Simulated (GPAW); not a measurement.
# 1T-CrSSe monolayer: simulated STM images

What would a tunnelling microscope show on 1T-CrSSe monolayer?

Method: GPAW, PAW setups; layer in a repeated cell with vacuum, relaxation of atoms and in-plane cell, in the first sound run; inputs show where later runs differ, in GPAW 26.7.0.

## (1) Set-up

The cell holds 3 atoms: 1 Se, 1 Cr and 1 S. Cell: a = 3.125 Å, b = 3.125 Å, c = 21.148 Å, α = 90.0°, β = 90.0°, γ = 120.0°. Vacuum lies along c.

## (2) Relaxing the atoms

Forces are removed first; all later runs use this geometry.

run.py reads:

```python
import json
import numpy as np
from ase import Atoms
from ase.filters import FrechetCellFilter
from ase.optimize import BFGS
from gpaw import GPAW, PW

slab = Atoms(
    ['Se', 'Cr', 'S'],
    positions=[
        [1.56250, 0.90211, 9.00000],
        [0.00000, 0.00000, 10.68838],
        [-0.00000, 1.80422, 12.14846]],
    cell=[[3.125, 0.0, 0.0], [-1.5625, 2.70633, 0.0], [0.0, 0.0, 21.1485]],
    pbc=[True, True, True],
    magmoms=[0.0, 3.0, 0.0])

slab.calc = GPAW(mode=PW(600), xc='PBE', kpts={'size': (12, 12, 1), 'gamma': True},
                 occupations={'name': 'fermi-dirac', 'width': 0.05}, nbands='160%',
                 convergence={'density': 1e-05}, maxiter=200,
                 symmetry={'tolerance': 1e-3}, txt='slab.txt')
result = {}
# The in-plane cell is free; stress needs a cell that repeats along all three vectors
path = []
opt = BFGS(FrechetCellFilter(slab, mask=[1, 1, 0, 0, 0, 1]), maxstep=0.2)
opt.attach(lambda: path.append((slab.get_potential_energy(), slab.positions.tolist(), slab.get_forces().tolist())))
result['relaxed'] = bool(opt.run(fmax=0.02, steps=45))
result['path'] = path
result['cell'] = slab.cell.tolist()
print('in-plane lattice', slab.cell.cellpar().round(4)[[0, 1, 5]])
energy = slab.get_potential_energy()
fermi = slab.calc.get_fermi_level()
v = slab.calc.get_electrostatic_potential().mean((0, 1)) - fermi
n = slab.calc.get_pseudo_density().mean((0, 1))
L = slab.cell[2, 2]
z = np.arange(len(v)) * L / len(v)
low, high = slab.positions[:, 2].min(), slab.positions[:, 2].max()
below, above = np.interp([low - 6.8, high + 6.8], z, v)
slopes = [np.interp(x, z, np.gradient(v, z)) for x in (low - 6.8, high + 6.8)]
eps = np.array([[slab.calc.get_eigenvalues(k, s) for k in range(len(slab.calc.get_ibz_k_points()))]
                for s in range(slab.calc.get_number_of_spins())]) - fermi
top, bottom = eps[eps < 0].max(), eps[eps > 0].min()
dipole = slab.get_dipole_moment()[2]
print(f'energy {energy:.4f} eV, Fermi level {fermi:.4f} eV, dipole {dipole:.5f} e A')
print(f'potential 6.8 A off the faces, from the Fermi level: lower {below:.4f} eV, upper {above:.4f} eV')
print(f'slope of the potential there: lower {slopes[0]:.5f}, upper {slopes[1]:.5f} eV/A')
print(f'nearest levels on the mesh: {top:.4f} and {bottom:.4f} eV')
print('magnetic moment', round(slab.get_magnetic_moment(), 3))
result.update(energy=energy, fermi=fermi, dipole=dipole, below=below, above=above, slopes=slopes, edges=[top, bottom],
              z=z.tolist(), v=v.tolist(), n=n.tolist(), positions=slab.positions.tolist(),
              forces=slab.get_forces(apply_constraint=False).tolist(), moments=slab.get_magnetic_moments().tolist())
json.dump(result, open('result.json', 'w'))
```

Run with:

```sh
> OMP_NUM_THREADS=1 OPENBLAS_NUM_THREADS=1 python run.py
```

The program printed:

```text
Step          Energy          fmax
BFGS:    0      -18.230638        1.024553
BFGS:    1      -18.273729        1.004485
BFGS:    2      -18.390363        1.200405
BFGS:    3      -18.453496        0.703441
BFGS:    4      -18.466485        0.547414
BFGS:    5      -18.492640        0.320876
BFGS:    6      -18.524807        0.330818
BFGS:    7      -18.535915        0.283451
BFGS:    8      -18.539967        0.182323
BFGS:    9      -18.541295        0.109850
BFGS:   10      -18.542112        0.027107
BFGS:   11      -18.542099        0.006730
in-plane lattice [  3.3796   3.3796 120.    ]
energy -18.5327 eV, Fermi level -2.4848 eV, dipole -0.01573 e A
potential 6.8 A off the faces, from the Fermi level: lower 5.6750 eV, upper 5.7395 eV
slope of the potential there: lower -0.01379, upper -0.01375 eV/A
nearest levels on the mesh: -0.0110 and 0.0304 eV
magnetic moment 2.133
```

Wall time 11 min (1 thread of Intel Xeon Platinum 8488C (Sapphire Rapids), shared host); peak memory 0.51 GiB.

This step gave:

| Quantity | Value |
| --- | --- |
| dipole along the normal | -0.01573 e·Å |
| levels nearest the Fermi level on the mesh | -0.01103, 0.03042 eV from the Fermi level |
| site moments | -0.1503, 2.332, -0.1129 μB |
| sum of the site moments | 2.069 μB |

Table of electrostatic potential energy of an electron (without an applied field's), less the Fermi level, planar mean by z:

| z (Å) | electrostatic potential energy of an electron (without an applied field's), less the Fermi level, planar mean (eV) |
| --- | --- |
| 0.0 | 5.71 |
| 0.5 | 5.70 |
| 1.0 | 5.69 |
| 1.5 | 5.69 |
| 2.0 | 5.68 |
| 2.5 | 5.67 |
| 3.0 | 5.67 |
| 3.5 | 5.66 |
| 4.0 | 5.65 |
| 4.5 | 5.64 |
| 5.0 | 5.64 |
| 5.5 | 5.63 |
| 6.0 | 5.62 |
| 6.5 | 5.60 |
| 7.0 | 5.52 |
| 7.5 | 5.19 |
| 8.0 | 3.73 |
| 8.5 | -2.38 |
| 9.0 | -17.5 |
| 9.5 | -10.3 |
| 10.0 | -3.45 |
| 10.5 | -10.1 |
| 11.0 | -10.1 |
| 11.5 | -7.80 |
| 12.0 | -16.2 |
| 12.5 | -2.75 |
| 13.0 | 3.93 |
| 13.5 | 5.43 |
| 14.0 | 5.73 |
| 14.5 | 5.78 |
| 15.0 | 5.79 |
| 15.5 | 5.78 |
| 16.0 | 5.78 |
| 16.5 | 5.77 |
| 17.0 | 5.76 |
| 17.5 | 5.76 |
| 18.0 | 5.75 |
| 18.5 | 5.74 |
| 19.0 | 5.74 |
| 19.5 | 5.73 |
| 20.0 | 5.72 |
| 20.5 | 5.72 |
| 21.0 | 5.71 |

The pseudo valence density, planar mean oscillates, so the rows of the table below give means over windows of 1 Å about each position, cut where the curve ends. Its maxima inside the range that stand out by 2 % of the span (Å: e/Å³): 8.6: 0.352, 9.5: 0.422, 10.8: 0.517, 11.6: 0.480. Its minima: 9.2: 0.209, 10.0: 0.339, 11.1: 0.458.

Pseudo valence density, planar mean against z; means over each step:

| z (Å) | pseudo valence density, planar mean (e/Å³) |
| --- | --- |
| 5 | 1.9e-5 |
| 6 | 3.4e-4 |
| 7 | 0.00689 |
| 8 | 0.116 |
| 9 | 0.305 |
| 10 | 0.378 |
| 11 | 0.476 |
| 12 | 0.402 |
| 13 | 0.128 |
| 14 | 0.00682 |
| 15 | 2.9e-4 |
| 16 | 1.3e-5 |

Site moment by atom:

| atom | site moment (μB) |
| --- | --- |
| Se1 | -0.15 |
| Cr2 | 2.33 |
| S3 | -0.11 |

The relaxation lowered the energy of the cell by 0.317 eV (energies extrapolated to zero smearing; the optimiser's log prints free energies). The largest force left on a free atom is 0.0067 eV/Å.

## (3) The slab's potential

The work function is the vacuum plateau of the electrostatic potential less the Fermi level; a dipole layer lets the two faces have plateaus of their own.

This step: GPAW, PAW setups; slab in vacuum (GPAW 26.7.0).

The cell differs from the one that the last finished run ended in (c 21.148 → 20.866 Å).

run.py reads:

```python
import json
import numpy as np
from ase import Atoms
from ase.dft.stm import STM
from gpaw import GPAW, PW

slab = Atoms(
    ['Se', 'Cr', 'S'],
    positions=[
        [1.68982, 0.97562, 9.00000],
        [0.00000, -0.00000, 10.61127],
        [-0.00000, 1.95124, 11.86641]],
    cell=[[3.37964, -0.0, 0.0], [-1.68982, 2.92686, 0.0], [0.0, 0.0, 20.8664]],
    pbc=[True, True, False],
    magmoms=[0.0, 3.0, 0.0])

slab.calc = GPAW(mode=PW(400), xc='PBE', kpts={'size': (12, 12, 1), 'gamma': True},
                 occupations={'name': 'fermi-dirac', 'width': 0.05}, nbands='160%',
                 convergence={'density': 1e-05}, maxiter=200,
                 poissonsolver={'dipolelayer': 'xy'},
                 symmetry={'tolerance': 1e-3}, txt='slab.txt')
result = {}
energy = slab.get_potential_energy()
fermi = slab.calc.get_fermi_level()
v = slab.calc.get_electrostatic_potential().mean((0, 1)) - fermi
n = slab.calc.get_pseudo_density().mean((0, 1))
L = slab.cell[2, 2]
z = np.arange(len(v)) * L / len(v)
low, high = slab.positions[:, 2].min(), slab.positions[:, 2].max()
below, above = np.interp([low - 6.8, high + 6.8], z, v)
slopes = [np.interp(x, z, np.gradient(v, z)) for x in (low - 6.8, high + 6.8)]
eps = np.array([[slab.calc.get_eigenvalues(k, s) for k in range(len(slab.calc.get_ibz_k_points()))]
                for s in range(slab.calc.get_number_of_spins())]) - fermi
top, bottom = eps[eps < 0].max(), eps[eps > 0].min()
dipole = slab.get_dipole_moment()[2]
print(f'energy {energy:.4f} eV, Fermi level {fermi:.4f} eV, dipole {dipole:.5f} e A')
print(f'potential 6.8 A off the faces, from the Fermi level: lower {below:.4f} eV, upper {above:.4f} eV')
print(f'slope of the potential there: lower {slopes[0]:.5f}, upper {slopes[1]:.5f} eV/A')
print(f'nearest levels on the mesh: {top:.4f} and {bottom:.4f} eV')
print('magnetic moment', round(slab.get_magnetic_moment(), 3))
result.update(energy=energy, fermi=fermi, dipole=dipole, below=below, above=above, slopes=slopes, edges=[top, bottom],
              z=z.tolist(), v=v.tolist(), n=n.tolist(), positions=slab.positions.tolist(),
              forces=slab.get_forces(apply_constraint=False).tolist(), moments=slab.get_magnetic_moments().tolist())

# Images need the states of the whole zone, up to time reversal
slab.calc = slab.calc.fixed_density(symmetry={'point_group': False}, txt='states.txt', nbands='220%',
                                    convergence={'bands': 'CBM+0.8'})
stm = STM(slab)
result['stm'] = []
for bias in [-0.5, 0.5]:
    height = high + 3.5
    current = stm.get_averaged_current(bias, height)
    x, y, h = stm.scan(bias, current)
    i, f = divmod(height / L * stm.ldos.shape[2], 1)
    I = abs((1 - f) * stm.ldos[:, :, int(i)] + f * stm.ldos[:, :, int(i) + 1])
    print(f'bias {bias} V: mean current at 3.5 A {current:.4e}, corrugation {np.ptp(h):.4f} A')
    result['stm'].append(dict(bias=bias, current=current, h=(h - high).tolist(), I=I.tolist()))
json.dump(result, open('result.json', 'w'))
```

The program printed:

```text
energy -18.4779 eV, Fermi level -2.4415 eV, dipole -0.01201 e A
potential 6.8 A off the faces, from the Fermi level: lower 5.5970 eV, upper 5.8193 eV
slope of the potential there: lower -0.00005, upper 0.00003 eV/A
nearest levels on the mesh: -0.0111 and 0.0306 eV
magnetic moment 2.132
bias -0.5 V: mean current at 3.5 A 5.6278e-06, corrugation 0.2564 A
bias 0.5 V: mean current at 3.5 A 1.0332e-05, corrugation 0.1868 A
```

It took 2.7 min on 1 thread; peak memory 0.56 GiB.

This step gave:

| Item | Value |
| --- | --- |
| dipole along the normal | -0.01201 e·Å |
| levels nearest the Fermi level on the mesh | -0.01107, 0.03055 eV from the Fermi level |
| upper work function | 5.819 eV |
| lower work function | 5.597 eV |
| site moments | -0.1501, 2.330, -0.1126 μB |
| corrugation -0.5 | 0.2564 Å |
| corrugation 0.5 | 0.1868 Å |
| sum of the site moments | 2.067 μB |

Electrostatic potential energy of an electron (without an applied field's), less the Fermi level, planar mean against z:

| z (Å) | electrostatic potential energy of an electron (without an applied field's), less the Fermi level, planar mean (eV) |
| --- | --- |
| 0.0 | 5.71 |
| 0.5 | 5.60 |
| 1.0 | 5.60 |
| 1.5 | 5.60 |
| 2.0 | 5.60 |
| 2.5 | 5.60 |
| 3.0 | 5.60 |
| 3.5 | 5.60 |
| 4.0 | 5.60 |
| 4.5 | 5.60 |
| 5.0 | 5.60 |
| 5.5 | 5.60 |
| 6.0 | 5.59 |
| 6.5 | 5.57 |
| 7.0 | 5.46 |
| 7.5 | 4.99 |
| 8.0 | 2.93 |
| 8.5 | -5.38 |
| 9.0 | -18.8 |
| 9.5 | -7.15 |
| 10.0 | -4.15 |
| 10.5 | -11.6 |
| 11.0 | -8.46 |
| 11.5 | -9.78 |
| 12.0 | -14.2 |
| 12.5 | -0.285 |
| 13.0 | 4.54 |
| 13.5 | 5.56 |
| 14.0 | 5.76 |
| 14.5 | 5.81 |
| 15.0 | 5.82 |
| 15.5 | 5.82 |
| 16.0 | 5.82 |
| 16.5 | 5.82 |
| 17.0 | 5.82 |
| 17.5 | 5.82 |
| 18.0 | 5.82 |
| 18.5 | 5.82 |
| 19.0 | 5.82 |
| 19.5 | 5.82 |
| 20.0 | 5.82 |
| 20.5 | 5.81 |

The pseudo valence density, planar mean oscillates, so the rows of the table below give means over windows of 0.5 Å about each position, cut where the curve ends. Its maxima inside the range that stand out by 2 % of the span (Å: e/Å³): 8.52: 0.352, 9.37: 0.417, 10.65: 0.518, 11.50: 0.482, 12.14: 0.381. Its minima: 8.94: 0.204, 10.01: 0.337, 11.07: 0.453, 11.92: 0.362.

The pseudo valence density, planar mean by z; means over each step:

| z (Å) | pseudo valence density, planar mean (e/Å³) |
| --- | --- |
| 5.0 | 2.2e-5 |
| 5.5 | 8.8e-5 |
| 6.0 | 4.1e-4 |
| 6.5 | 0.00173 |
| 7.0 | 0.00747 |
| 7.5 | 0.0354 |
| 8.0 | 0.136 |
| 8.5 | 0.309 |
| 9.0 | 0.274 |
| 9.5 | 0.386 |
| 10.0 | 0.356 |
| 10.5 | 0.464 |
| 11.0 | 0.473 |
| 11.5 | 0.459 |
| 12.0 | 0.376 |
| 12.5 | 0.260 |
| 13.0 | 0.0804 |
| 13.5 | 0.0173 |
| 14.0 | 0.00360 |
| 14.5 | 7.0e-4 |
| 15.0 | 1.5e-4 |
| 15.5 | 3.4e-5 |

Tip height over the top atom over a1 and a2. Sample bias -0.5 V, constant current at the mean current 3.5 Å over the top atom.

Ten even steps from '0' (3.37 Å) to '9' (3.62 Å):
```
0123567777653210
1235788888753210
2357899998753211
3578999998753222
4689999998643223
5789999987543234
6789999876533335
6789998765332335
6788887653322335
5677765533222335
4555544332222334
3333333322222333
2222222333333222
1111223333333221
0001234555543210
0012345666543210
```
Columns: a1 from 0 to 0.938; rows upwards: a2 from 0 to 0.938.

Local density of states summed over the bias window over a1 and a2. Sample bias -0.5 V, constant height 3.5 Å over the top atom.

Ten even steps from '_' (3.98 × 1e-6 arbitrary) to '@' (7.92 × 1e-6 arbitrary):
```
____..--==++********++==--..____
__..--==++####%%####++==--..____
::--==++##%%@@@@%%##++==--::....
::==++##%%@@@@@@%%##++==::::..::
--++##%%@@@@@@@@%%##++--::::::::
==**##@@@@@@@@@@##**==--::::::--
++**%%@@@@@@@@%%**++==::::::::==
++**##%%%%%%##**++==--::::::--==
++**########**++==--::....::--==
==++++++++++====--::......::--==
--========----::::........::::--
::------::::::::::......::::::::
::....::::::::::::::::::::::::::
______....::::::------::::::....
______..::::--========--::::..__
______::::--==++++++==--::::____
```
Columns: a1 from 0 to 0.938; rows upwards: a2 from 0 to 0.938.

Tip height over the top atom over a1 and a2. Sample bias 0.5 V, constant current at the mean current 3.5 Å over the top atom.

Values in Å, 16 rows by 16 columns:
```
3.42 3.43 3.45 3.47 3.50 3.53 3.54 3.55 3.55 3.54 3.53 3.50 3.47 3.45 3.43 3.42
3.43 3.45 3.47 3.50 3.53 3.55 3.56 3.56 3.56 3.55 3.53 3.50 3.47 3.45 3.43 3.43
3.45 3.47 3.50 3.53 3.56 3.58 3.58 3.58 3.58 3.56 3.53 3.50 3.47 3.45 3.44 3.44
3.47 3.50 3.53 3.56 3.58 3.59 3.59 3.59 3.58 3.56 3.53 3.50 3.47 3.46 3.45 3.46
3.50 3.53 3.55 3.58 3.59 3.59 3.59 3.59 3.58 3.55 3.53 3.50 3.47 3.46 3.46 3.47
3.51 3.54 3.56 3.58 3.59 3.59 3.59 3.58 3.56 3.54 3.51 3.48 3.46 3.46 3.46 3.48
3.52 3.55 3.56 3.58 3.59 3.59 3.58 3.56 3.55 3.52 3.50 3.47 3.46 3.46 3.47 3.50
3.53 3.55 3.56 3.58 3.58 3.58 3.56 3.55 3.53 3.50 3.48 3.46 3.45 3.46 3.48 3.50
3.52 3.54 3.55 3.56 3.56 3.55 3.54 3.52 3.50 3.48 3.46 3.45 3.45 3.46 3.48 3.50
3.51 3.53 3.53 3.53 3.53 3.53 3.51 3.50 3.48 3.46 3.45 3.44 3.45 3.46 3.48 3.50
3.50 3.50 3.50 3.50 3.50 3.50 3.48 3.47 3.46 3.45 3.44 3.44 3.45 3.46 3.47 3.48
3.47 3.47 3.47 3.47 3.47 3.47 3.46 3.46 3.45 3.45 3.45 3.45 3.45 3.46 3.46 3.47
3.45 3.45 3.45 3.45 3.46 3.46 3.46 3.46 3.46 3.46 3.46 3.46 3.46 3.46 3.46 3.46
3.43 3.43 3.43 3.44 3.45 3.46 3.46 3.47 3.48 3.48 3.48 3.47 3.46 3.46 3.45 3.44
3.42 3.42 3.43 3.44 3.46 3.47 3.48 3.50 3.50 3.50 3.50 3.48 3.47 3.46 3.44 3.43
3.41 3.42 3.43 3.45 3.47 3.50 3.51 3.52 3.53 3.52 3.51 3.50 3.47 3.45 3.43 3.42
```
Columns: a1 from 0 to 0.938; rows upwards: a2 from 0 to 0.938.

Local density of states summed over the bias window over a1 and a2. Sample bias 0.5 V, constant height 3.5 Å over the top atom.

Values in units of 1e-5 arbitrary, 16 rows by 16 columns:
```
0.8 0.9 0.9 1.0 1.0 1.1 1.1 1.2 1.2 1.1 1.1 1.0 1.0 0.9 0.9 0.8
0.9 0.9 1.0 1.0 1.1 1.2 1.2 1.2 1.2 1.2 1.1 1.0 1.0 0.9 0.9 0.9
0.9 1.0 1.0 1.1 1.2 1.2 1.3 1.3 1.2 1.2 1.1 1.0 1.0 0.9 0.9 0.9
1.0 1.0 1.1 1.2 1.2 1.3 1.3 1.3 1.2 1.2 1.1 1.0 1.0 0.9 0.9 0.9
1.0 1.1 1.2 1.2 1.3 1.3 1.3 1.3 1.2 1.2 1.1 1.0 1.0 1.0 1.0 1.0
1.1 1.1 1.2 1.3 1.3 1.3 1.3 1.3 1.2 1.1 1.1 1.0 1.0 1.0 1.0 1.0
1.1 1.2 1.2 1.3 1.3 1.3 1.3 1.2 1.2 1.1 1.0 1.0 0.9 0.9 1.0 1.0
1.1 1.2 1.2 1.2 1.2 1.2 1.2 1.2 1.1 1.0 1.0 0.9 0.9 0.9 1.0 1.0
1.1 1.1 1.2 1.2 1.2 1.2 1.1 1.1 1.0 1.0 0.9 0.9 0.9 0.9 1.0 1.0
1.1 1.1 1.1 1.1 1.1 1.1 1.1 1.0 1.0 0.9 0.9 0.9 0.9 0.9 1.0 1.0
1.0 1.0 1.0 1.0 1.0 1.0 1.0 1.0 0.9 0.9 0.9 0.9 0.9 0.9 1.0 1.0
1.0 1.0 1.0 1.0 1.0 1.0 1.0 0.9 0.9 0.9 0.9 0.9 0.9 0.9 1.0 1.0
0.9 0.9 0.9 0.9 0.9 1.0 1.0 0.9 0.9 0.9 0.9 0.9 0.9 1.0 1.0 0.9
0.9 0.9 0.9 0.9 0.9 1.0 1.0 1.0 1.0 1.0 1.0 1.0 1.0 1.0 0.9 0.9
0.8 0.8 0.9 0.9 0.9 1.0 1.0 1.0 1.0 1.0 1.0 1.0 1.0 0.9 0.9 0.9
0.8 0.8 0.9 0.9 1.0 1.0 1.1 1.1 1.1 1.1 1.1 1.0 1.0 0.9 0.9 0.8
```
Columns: a1 from 0 to 0.938; rows upwards: a2 from 0 to 0.938.

The potential is flat to 5.4e-5 eV/Å where it is read, so the vacuum is wide enough.

## (4) A changed run

One more run, with changed settings.

run.py, as its differences from that of step 3:

```diff
@@ -3,3 +3,2 @@
 from ase import Atoms
-from ase.dft.stm import STM
 from gpaw import GPAW, PW
@@ -16,5 +15,5 @@
 
-slab.calc = GPAW(mode=PW(400), xc='PBE', kpts={'size': (12, 12, 1), 'gamma': True},
+slab.calc = GPAW(mode=PW(400), xc='pbe96', kpts={'size': (12, 12, 1), 'gamma': True},
                  occupations={'name': 'fermi-dirac', 'width': 0.05}, nbands='160%',
-                 convergence={'density': 1e-05}, maxiter=200,
+                 convergence={'density': 1e-05}, maxiter=100,
                  poissonsolver={'dipolelayer': 'xy'},
@@ -43,16 +42,2 @@
               forces=slab.get_forces(apply_constraint=False).tolist(), moments=slab.get_magnetic_moments().tolist())
-
-# Images need the states of the whole zone, up to time reversal
-slab.calc = slab.calc.fixed_density(symmetry={'point_group': False}, txt='states.txt', nbands='220%',
-                                    convergence={'bands': 'CBM+0.8'})
-stm = STM(slab)
-result['stm'] = []
-for bias in [-0.5, 0.5]:
-    height = high + 3.5
-    current = stm.get_averaged_current(bias, height)
-    x, y, h = stm.scan(bias, current)
-    i, f = divmod(height / L * stm.ldos.shape[2], 1)
-    I = abs((1 - f) * stm.ldos[:, :, int(i)] + f * stm.ldos[:, :, int(i) + 1])
-    print(f'bias {bias} V: mean current at 3.5 A {current:.4e}, corrugation {np.ptp(h):.4f} A')
-    result['stm'].append(dict(bias=bias, current=current, h=(h - high).tolist(), I=I.tolist()))
 json.dump(result, open('result.json', 'w'))
```

The program printed:

```text
NameError: Unknown functional: pbe96.
```

It took 0.87 s on 1 thread; peak memory 0.1 GiB.

The program refused the input before any cycle.

The program's message: “NameError: Unknown functional: pbe96.”

The change that led to it: xc = "pbe96".

## (5) Summary of results

| Property | Result |
| --- | --- |
| work function, upper and lower face | 5.819 and 5.597 eV |
| dipole along the normal | -0.0120 e Å |
| corrugation at -0.5 V | 0.256 Å |
| corrugation at 0.5 V | 0.187 Å |

What this shows: The corrugation at constant current is largest at -0.5 V, where the tip height varies by 0.26 Å over the cell. Negative sample bias images filled states, positive bias empty ones. The two faces differ by 0.22 eV, the step that the slab's dipole makes (e p/(ε0 A) gives 0.22 eV), so the dipole layer is needed. The images are of Tersoff-Hamann type: an s-wave tip, no tip-sample forces, heights closer than in a microscope. The starting lattice was a guess from atomic radii; the relaxation moved it by 8 %. The relaxation of atoms and cell ran in a fully periodic cell without the dipole layer, so the atoms of this polar layer felt a small spurious field. One magnetic start was tried; another order may lie lower. The layer's cell and atoms come from the relaxation; spin-orbit coupling and temperature are left out.

[Logs are printed without paths, hosts, clocks, repeated set-up lines and the standing remarks that a program may print on its own settings, such as how far it seeks lower states.]

[Hosts, paths, dates, database ids (printed as entryN), source tags and the programs' standing remarks are cut or masked in the printed files.]
